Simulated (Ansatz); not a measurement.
# Sc2C(OH)2 MXene monolayer in a perpendicular field, part 2 of 2

Aim: how the Sc2C(OH)2 MXene monolayer screens a field along its normal, and what the field does to its bands. A positive field points along +c.

Ansatz 0.2.0; plane-wave DFT, PBE-D3(BJ), Ansatz PAW (set soft_1); PAW set soft_1.

So far. Step 2 (Relaxing the slab): The lattice constant a goes from 3.226 to 3.278 Å.

## 3. Atoms held, field 0

A sawtooth potential applies the field, turning back in the middle of the vacuum. With the dipole correction the typed value is the field outside the slab. The induced dipole is small, so the SCF threshold is tight.

The cell differs from the one that the last finished run ended in (c 44.610 → 24.929 Å).

The input, input.yaml:

```yaml
crystal:
  lattice:
    - [3.2777221954, 0.0, 0.0]
    - [-1.6388610977, 2.8385906877, 0.0]
    - [0.0, 0.0, 24.9289296935]
  atoms:
    - { symbol: H, position: [0.3333333333, 0.6666666667, 0.3610263301] }
    - { symbol: O, position: [0.3333333333, 0.6666666667, 0.3998212124] }
    - { symbol: Sc, position: [0.6666666667, 0.3333333333, 0.4494186644] }
    - { symbol: C, position: [0.0, 0.0, 0.5] }
    - { symbol: Sc, position: [0.3333333333, 0.6666666667, 0.5505813356] }
    - { symbol: O, position: [0.6666666667, 0.3333333333, 0.6001787876] }
    - { symbol: H, position: [0.6666666667, 0.3333333333, 0.6389736699] }
kpoints:
  mp_grid: { grid: [18, 18, 1] }
  band_path:
    path: [[0, 0, 0], [0.5, 0, 0], [0.33333333, 0.33333333, 0], [0, 0, 0]]
    npoints: 16
hamiltonian:
  xc: pbe
  dispersion: d3bj
  pseudopotentials: { kind: paw, azcp: { folder: soft_1 } }
scf:
  occupations: { method: fermi_dirac, width: 0.02585 }
  convergence: { dr2_threshold: 1.0e-10 }
efield:
  axis: 3
  dipole_correction: true
  ramp_position: 0.97
  ramp_width: 0.06
  amplitude: 0
output:
  dos: { projected: true, e_range: [-6, 5] }
  write_potential: true
  write_density: true
  volumetric_format: npy
  elf: true
```

Run with:

```bash
> ansatz run input.yaml --threads 2 --pin off --max-ram 3072MiB --backend cpu --events-out ev --progress --plain --runs-dir out
```

Numbers of over 12 decimals in the logs are rounded to 6 here.

The program printed:

```text
[...]
Crystal: 7 atoms, lattice volume = 231.942 Å³
Basis set: ecut = 420 eV, 4619 PW (Γ)
Bands: 27, of which v1, the nominal top of the filled ones, is band 20 counted from 1 (19 counted from 0)
Symmetry: 6 space group operations
k-points: 37 of 324 (time reversal used)
[...]
SCF iter   1: F=—  HF=-5704.213131 eV  |F-HF|=—  |Δ(HF+E_count)|=         —  Δρ=9.26e-2  dr2=3.11e1  ethr=3.10e-3  p=0.000 e·Å  D=1.45e-13 V/Å  ΔV_dip=-0.00 eV  dr2_dipole=6.85e-10  V_vac-E_F(+/−)=9.93/9.93 eV  ⟨swp⟩=7.3  Hψ=4845  notcnv=0
efield: sawtooth ramp at fractional position 0.9700 (set: `efield.ramp_position`, or a place that a band, a saddle search or an elastic batch's reference lends), width 0.0600; the density the first Hamiltonian is built on has a dipole p = 0.000 e·Å; the dipole correction subtracts the counter field D = 1.45e-13 V/Å, which shifts the + side's vacuum level by -0.00 eV against the − side's; the planar-averaged density in the ramp window peaks in size at 1.6e-6 e/Å³
[...]
SCF iter   2: F=—  HF=-5702.206598 eV  |F-HF|=—  |Δ(HF+E_count)|=    2.01e0  Δρ=9.25e-2  dr2=5.21e1  ethr=3.10e-3  p=0.000 e·Å  D=1.64e-5 V/Å  ΔV_dip=-0.00 eV  dr2_dipole=5.02e-7  V_vac-E_F(+/−)=0.02/0.02 eV  ⟨swp⟩=7.9  Hψ=3868  notcnv=0  defer=67
[...]
SCF iter  15: F=-5695.849435 eV  HF=-5695.849435 eV  |F-HF|=3.86e-10  |Δ(HF+E_count)|=  6.09e-10  Δρ=1.67e-7  dr2=5.52e-11  ethr=1.00e-12  p=-0.000 e·Å  D=-9.90e-7 V/Å  ΔV_dip=0.00 eV  dr2_dipole=3.18e-12  V_vac-E_F(+/−)=1.31/1.31 eV  ⟨swp⟩=16.8  Hψ=6730  notcnv=0
SCF 1 converged in 15 iterations: F = -5695.849435 eV  dr2 = 5.52e-11
[...]
NSCF: frozen V_eff on 49 k-points
efield: sawtooth ramp at fractional position 0.9700 (kept from the solve that this one continues, or follows in the run), width 0.0600; the density the first Hamiltonian is built on has a dipole p = -0.000 e·Å; the dipole correction subtracts the counter field D = -9.90e-7 V/Å, which shifts the + side's vacuum level by +0.00 eV against the − side's; the planar-averaged density in the ramp window peaks in size at 2.9e-6 e/Å³
[...]
SCF converged after 15 iterations
Free energy (F): -5695.849435 eV
[...]
Internal energy: -5695.849432 eV  (E = F + TS)
E sigma→0 (E₀):  -5695.849433 eV
Entropy (-TS):   -0.000003 eV (-0.000 meV/atom)
Fermi energy:    1.850176 eV
Dipole field:    D = 0.000001 V/Å  (p = 0.000002 e·Å, saw-weighted, corrected)
Work function:   Φ+ = 1.3085 eV   Φ− = 1.3085 eV
Levels:          The Fermi level and band energies are counted from a zero that moves with the ramp; work functions are not
[...]
--- Band table (eV; the first three rows and the last of 37) ---
  k-point 0: bands = [... 16 lower, -2.3258, -0.2430, 1.6338, 1.6338, 2.0346, 2.1797, 3.2038, 3.6601, ... 3 higher]
  k-point 1: bands = [... 16 lower, -2.3306, -0.1856, 1.4765, 1.6048, 2.1193, 2.2182, 3.2627, 3.7107, ... 3 higher]
  k-point 2: bands = [... 16 lower, -2.3447, -0.0451, 1.1317, 1.5308, 2.2980, 2.3412, 3.4358, 3.8656, ... 3 higher]
  k-point 36: bands = [... 16 lower, -3.0418, -0.2275, -0.2275, 0.6183, 4.6531, 4.9653, 4.9653, 5.7781, ... 3 higher]
```

Elapsed: 14 s, on 2 threads of Intel Xeon 6975P-C (Granite Rapids), shared host; peak memory 0.65 GiB; 28 s of CPU time.

This step gave:

| Property | Result |
| --- | --- |
| dipole along the normal | 1.59e-6 e·Å |
| gap along the path | 0.4008 eV |
| smallest direct gap along the path | 0.4008 eV |
| ionisation energy, upper face | 1.525 eV |
| electron affinity, upper face | 1.124 eV |
| gap, the smaller of path and mesh | 0.4008 eV |

Running mean over a fixed 2.6 Å (it still follows the layers) of the planar mean; the ramp of the sawtooth is left out. Table of electron's electrostatic potential energy less the Fermi level by z:

```csv
z (Å),electron's electrostatic potential energy less the Fermi level (eV)
3.5,1.31
4.0,1.31
4.5,1.31
5.0,1.31
5.5,1.31
6.0,1.30
6.5,1.29
7.0,1.26
7.5,1.10
8.0,0.785
8.5,0.160
9.0,-1.04
9.5,-2.55
10.0,-4.80
10.5,-6.40
11.0,-7.20
11.5,-7.43
12.0,-7.41
12.5,-7.51
13.0,-7.38
13.5,-7.43
14.0,-7.13
14.5,-6.24
15.0,-4.48
15.5,-2.28
16.0,-0.858
16.5,0.302
17.0,0.818
17.5,1.14
18.0,1.27
18.5,1.29
19.0,1.30
19.5,1.31
20.0,1.31
20.5,1.31
21.0,1.31
21.5,1.31
```

The density of states has structure finer than the step of the table below, so its rows give means over 0.2 eV, whole bins alone (the curve runs from -6 to 2.08 eV). Peaks (eV: height): -5.31: 12.0, -4.29: 18.8, -2.28: 5.63, -1.64: 3.97, -1.23: 10.7, 1.77: 3.79.

Table of density of states by energy, zero at the Fermi level of the run, which the smearing sets inside the gap; means over each step:

```csv
energy (eV),density of states (states/eV a cell)
-5.8,0
-5.6,1.64
-5.4,6.62
-5.2,4.37
-5.0,2.22
-4.8,3.24
-4.6,4.97
-4.4,12.3
-4.2,5.00
-4.0,0
-3.8,0
-3.6,0
-3.4,0
-3.2,0
-3.0,0
-2.8,0
-2.6,0.380
-2.4,2.98
-2.2,2.66
-2.0,1.53
-1.8,1.96
-1.6,2.20
-1.4,5.03
-1.2,4.54
-1.0,1.72
-0.8,2.16
-0.6,2.40
-0.4,1.17
-0.2,0.360
0.0,0
0.2,0.144
0.4,0.831
0.6,1.39
0.8,1.79
1.0,2.03
1.2,2.02
1.4,1.73
1.6,2.52
1.8,2.73
```

Projected DOS per atom over height of the atomic layer and energy from the Fermi level. Layers: H O Sc C Sc O H from below.

Ten even steps from '0' (0.00 states/eV) to '9' (4.18 states/eV), each cell a mean:
```
0010100
0010100
0010100
0000000
0000000
0000000
0000000
0013100
0002000
0026200
0012100
0003000
0002000
0000000
0000000
0000000
0000000
0910190
0400040
0200020
0500050
0000000
```
Columns: height of the atomic layer (Å) from 9 to 15.9 (not evenly spaced); rows upwards: energy from the Fermi level (eV) from -5.96 to 2.05.

The electronic bands at the labelled points (eV, zero at the Fermi level of the run, which the smearing sets inside the gap):

```csv
point,band 17,band 18,band 19,band 20,band 21,band 22,band 23,band 24
Γ,-4.18,-2.09,-0.22,-0.22,0.18,0.33,1.35,1.81
halfway,-4.26,-1.73,-1.51,-0.53,1.13,1.27,1.44,2.50
M,-4.35,-2.54,-1.24,-0.63,0.54,3.39,3.79,3.94
halfway,-4.55,-2.42,-1.39,-1.23,1.54,3.51,3.56,3.78
K,-4.89,-2.08,-2.08,-1.23,2.80,3.12,3.12,3.93
halfway,-4.31,-1.85,-1.44,-0.93,1.45,1.62,2.17,2.22
Γ,-4.18,-2.09,-0.22,-0.22,0.18,0.33,1.35,1.81
```

ELF in the ca plane at fractional y = 0.333, with atoms of Sc and O and H within 0.2 Å of it. It is the smooth field of the valence electrons, not physical close to the nuclei.

Ten even steps from '0' (0.00) to '9' (0.97), each cell a mean:
```
00000000000000000000011211443234300268754310
00000000000000000000000015656212201588778851
00000000000000000000000026415401101674599972
00000000000000000000000016536301101686689962
00000000000000000000001113664223200378766531
00000000000000000000113431121355310136532100
00000000000000000001224663014676311101100000
00000000000000000001234663115776322100000000
00000000000000000000124541002566311013321000
```
Columns run along c (16.0 Å, from fractional 0.06 to 0.70 of the cell), rows up along a (3.3 Å). Atoms in or near the plane, at fractional coordinates: Sc at (0.45, 0.67), O at (0.60, 0.67), H at (0.64, 0.67).

Valence density in the ca plane at fractional y = 0.333, with atoms of Sc and O and H within 0.2 Å of it. It is the smooth field of the valence electrons, not physical close to the nuclei.

Ten steps, logarithmic in the rise over the least value, from '0' (0.0 e/Å³) to '9' (8.0 e/Å³), each cell a mean:
```
00000112245543322223453210000000000000000000
00000011478863221135786531000000000000000000
00000001589974211136998652000000000000000000
00000001589973211136897642000000000000000000
00000011367753222124665321000000000000000000
00000122233333332222332110000000000000000000
00001233322233433332111000000000000000000000
00001233322233443432110000000000000000000000
00001123222233333322221100000000000000000000
```
Columns run along c (16.0 Å, from fractional 0.30 to 0.94 of the cell), rows up along a (3.3 Å). Atoms in or near the plane, at fractional coordinates: Sc at (0.45, 0.67), O at (0.60, 0.67), H at (0.64, 0.67).

Electrostatic potential energy in the ca plane at fractional y = 0.333, with atoms of Sc and O and H within 0.2 Å of it. With pseudopotentials it is smooth inside the atoms' cores, unlike the true potential.

Ten even steps from '0' (-39 eV) to '9' (4 eV), each cell a mean:
```
99999999864579999899889999999999999999999999
99999998620037999997214679999999999999999999
99999998400016999994000038999999999999999999
99999998500027999996102358999999999999999999
99999999742258999998658889999999999999999999
99999999987789998889999999999999999999999999
99999999999999998778999999999999999999999999
99999999999999987678999999999999999999999999
99999999988899998778999999999999999999999999
```
Columns run along c (16.0 Å, from fractional 0.30 to 0.94 of the cell; values clipped at the 3rd and 97th percentile), rows up along a (3.3 Å). Atoms in or near the plane, at fractional coordinates: Sc at (0.45, 0.67), O at (0.60, 0.67), H at (0.64, 0.67).

The gap is 0.40 eV, with the valence edge 1.52 eV and the conduction edge 1.12 eV under the upper vacuum level.

## 4. Atoms held, field 0.1 V/Å

Changes to input.yaml since step 3:

```diff
@@ -28,7 +28,6 @@
   dipole_correction: true
-  ramp_position: 0.97
-  ramp_width: 0.06
-  amplitude: 0
+  ramp_position: 0.9398
+  ramp_width: 0.1203
+  amplitude: 0.1
 output:
-  dos: { projected: true, e_range: [-6, 5] }
   write_potential: true
@@ -36,2 +35 @@
   volumetric_format: npy
-  elf: true
```

The program printed:

```text
[...]
Crystal: 7 atoms, lattice volume = 231.942 Å³
Basis set: ecut = 420 eV, 4619 PW (Γ)
Bands: 27, of which v1, the nominal top of the filled ones, is band 20 counted from 1 (19 counted from 0)
Symmetry: 6 space group operations
k-points: 37 of 324 (time reversal used)
[...]
k-point 0: bands = [... 16 lower, -2.3284, -0.2529, 1.6237, 1.6237, 1.8843, 2.2924, 2.8935, 3.8458, ... 3 higher]
  k-point 1: bands = [... 16 lower, -2.3329, -0.1955, 1.4649, 1.5947, 1.9563, 2.3452, 2.9504, 3.8974, ... 3 higher]
  k-point 2: bands = [... 16 lower, -2.3462, -0.0549, 1.1210, 1.5205, 2.1134, 2.4900, 3.1180, 3.9174, ... 3 higher]
  k-point 36: bands = [... 16 lower, -3.0233, -0.2380, -0.2377, 0.6082, 4.6435, 4.9515, 4.9593, 5.7612, ... 3 higher]
[key lines of the parts left out:]
SCF converged after 18 iterations
Free energy (F): -5695.851339 eV
Fermi energy:    1.768624 eV
Dipole field:    D = 0.029935 V/Å  (p = 0.038370 e·Å, saw-weighted, corrected)
```

Wall time 15 s (2 threads); peak memory 0.59 GiB.

The dipole is 0.0384 e·Å, and the gap 0.261 eV.

## 5. Single point, field -0.1 V/Å

Changes to input.yaml since step 4:

```diff
@@ -30,3 +30,3 @@
   ramp_width: 0.1203
-  amplitude: 0.1
+  amplitude: -0.1
 output:
```

The program printed:

```text
[...]
Crystal: 7 atoms, lattice volume = 231.942 Å³
Basis set: ecut = 420 eV, 4619 PW (Γ)
Bands: 27, of which v1, the nominal top of the filled ones, is band 20 counted from 1 (19 counted from 0)
Symmetry: 6 space group operations
k-points: 37 of 324 (time reversal used)
[...]
k-point 0: bands = [... 16 lower, -2.3285, -0.2530, 1.6235, 1.6235, 1.8841, 2.2922, 2.8936, 3.8460, ... 3 higher]
  k-point 1: bands = [... 16 lower, -2.3330, -0.1956, 1.4647, 1.5945, 1.9561, 2.3451, 2.9505, 3.8975, ... 3 higher]
  k-point 2: bands = [... 16 lower, -2.3464, -0.0551, 1.1208, 1.5204, 2.1132, 2.4898, 3.1181, 3.9172, ... 3 higher]
  k-point 36: bands = [... 16 lower, -3.0235, -0.2382, -0.2379, 0.6080, 4.6433, 4.9513, 4.9591, 5.7610, ... 3 higher]
[key lines of the parts left out:]
SCF converged after 18 iterations
Free energy (F): -5695.851339 eV
Fermi energy:    1.768452 eV
Dipole field:    D = -0.029935 V/Å  (p = -0.038370 e·Å, saw-weighted, corrected)
```

The job ended after 15 s (2 threads; peak memory 0.62 GiB).

The dipole is -0.0384 e·Å, and the gap 0.261 eV.

## 6. Response, atoms held

This step: plane-wave DFT, PBE-D3(BJ), Ansatz PAW (set soft_1); response to a field along the normal, atoms held; PAW set soft_1 (Ansatz 0.2.0).

The dipoles give the slope, and the difference of two potentials shows where the field is screened.

Numbers from this step:

- equivalent conductor thickness p/(ε₀AE): 7.462 Å
- distance between the outer atoms: 6.929 Å

Table of dipole of the cell by applied field:

```csv
applied field (V/Å),dipole of the cell (e·Å)
-0.1000,-0.0384
0.0000,1.6e-6
0.1000,0.0384
```

Local field over the applied field, running mean. From the potentials at -0.1 and 0.1 V/Å; running mean over 2.5 Å. Local field over applied field against z:

```csv
z (Å),local field over applied field
4.5,0.991
5.0,0.985
5.5,0.974
6.0,0.957
6.5,0.929
7.0,0.881
7.5,0.800
8.0,0.676
8.5,0.531
9.0,0.389
9.5,0.275
10.0,0.197
10.5,0.146
11.0,0.109
11.5,0.0803
12.0,0.0472
12.5,0.0278
13.0,0.0523
13.5,0.0839
14.0,0.114
14.5,0.152
15.0,0.207
15.5,0.289
16.0,0.409
16.5,0.552
17.0,0.695
17.5,0.814
18.0,0.889
18.5,0.933
19.0,0.960
19.5,0.976
20.0,0.986
20.5,0.992
```

The induced electron density oscillates, so the rows of the table below give means over windows of 0.5 Å about each position, cut where the curve ends. Its maxima inside the range that stand out by 2 % of the span (Å: e/Å³ per V/Å): 8.86: 0.00294, 9.97: 0.00112, 11.22: 0.00161, 12.60: 8.2e-5, 14.54: 0.00130, 15.37: -1.7e-4. Its minima: 9.56: 1.7e-4, 10.39: -0.00130, 12.33: -8.2e-5, 13.71: -0.00161, 14.96: -0.00112, 16.07: -0.00294.

Electrons, planar mean, per unit field. The induced electron density by z; means over each step:

```csv
z (Å),induced electron density (e/Å³ per V/Å)
4.5,4.2e-5
5.0,7.0e-5
5.5,1.2e-4
6.0,1.9e-4
6.5,3.1e-4
7.0,5.2e-4
7.5,8.6e-4
8.0,0.00151
8.5,0.00248
9.0,0.00246
9.5,6.0e-4
10.0,4.7e-4
10.5,-9.0e-4
11.0,9.6e-4
11.5,0.00109
12.0,2.9e-4
12.5,6.0e-6
13.0,-4.0e-4
13.5,-0.00120
14.0,-7.1e-4
14.5,9.0e-4
15.0,-5.7e-4
15.5,-7.8e-4
16.0,-0.00262
16.5,-0.00235
17.0,-0.00138
17.5,-8.0e-4
18.0,-4.8e-4
18.5,-2.9e-4
19.0,-1.8e-4
19.5,-1.1e-4
20.0,-6.5e-5
20.5,-3.9e-5
```

The smaller of the gaps on the path and on the k-mesh, counted as 0 under 0.03 eV. Gap against applied field:

```csv
applied field (V/Å),gap (eV)
-0.1000,0.261
0.0000,0.401
0.1000,0.261
```

By hand: between -0.1 and 0.1 V/Å the dipole changes by 0.07674 e·Å, a slope of 0.3837 e·Å²/V. A perfect conductor of thickness t has p = ε₀AEt, so t = 180.95 × 0.3837 / 9.304 = 7.46 Å (e/ε₀ = 180.95 V·Å, A in Å²).

The induced dipole is that of a conductor 7.46 Å thick.

## 7. What came out

| Property | Result |
| --- | --- |
| gap without field | 0.401 eV |
| ionisation energy, upper face | 1.52 eV |
| electron affinity, upper face | 1.12 eV |
| equivalent conductor thickness, atoms held | 7.46 Å |

The induced dipole equals that of a perfect conductor 7.46 Å thick, while the outer atoms lie 6.93 Å apart; an out-of-plane ε follows only once a thickness t is chosen, by 1 − 1/ε = 7.46 Å / t. The gap goes from 0.40 eV to 0.26 eV at -0.1 V/Å. With the field reversed the gap is 0.26 eV at 0.1 V/Å. Semilocal functionals give gaps that are too small, and excitons are not included. The MXene's terminations sit over the metal atoms of its far layer; the site over carbon or nitrogen, which some compounds prefer, was not run.

[Logs are printed without paths, hosts, clocks, repeated set-up lines and the standing remarks that a program may print on its own settings, such as how far it seeks lower states.]

[Hosts, paths, dates, database ids (printed as entryN), source tags and the programs' standing remarks are cut or masked in the printed files.]

[Maps of the electrostatic potential energy from Ansatz leave out the sawtooth potential of an applied field or a dipole correction, so their vacuum need not be flat; planar profiles and work functions include it.]

[The density of states shown here was stored with 400 of the rows of the run's finer table, so its peaks can read low, often by over a quarter, or be missed, and its means over a window can be off by a tenth or more.]
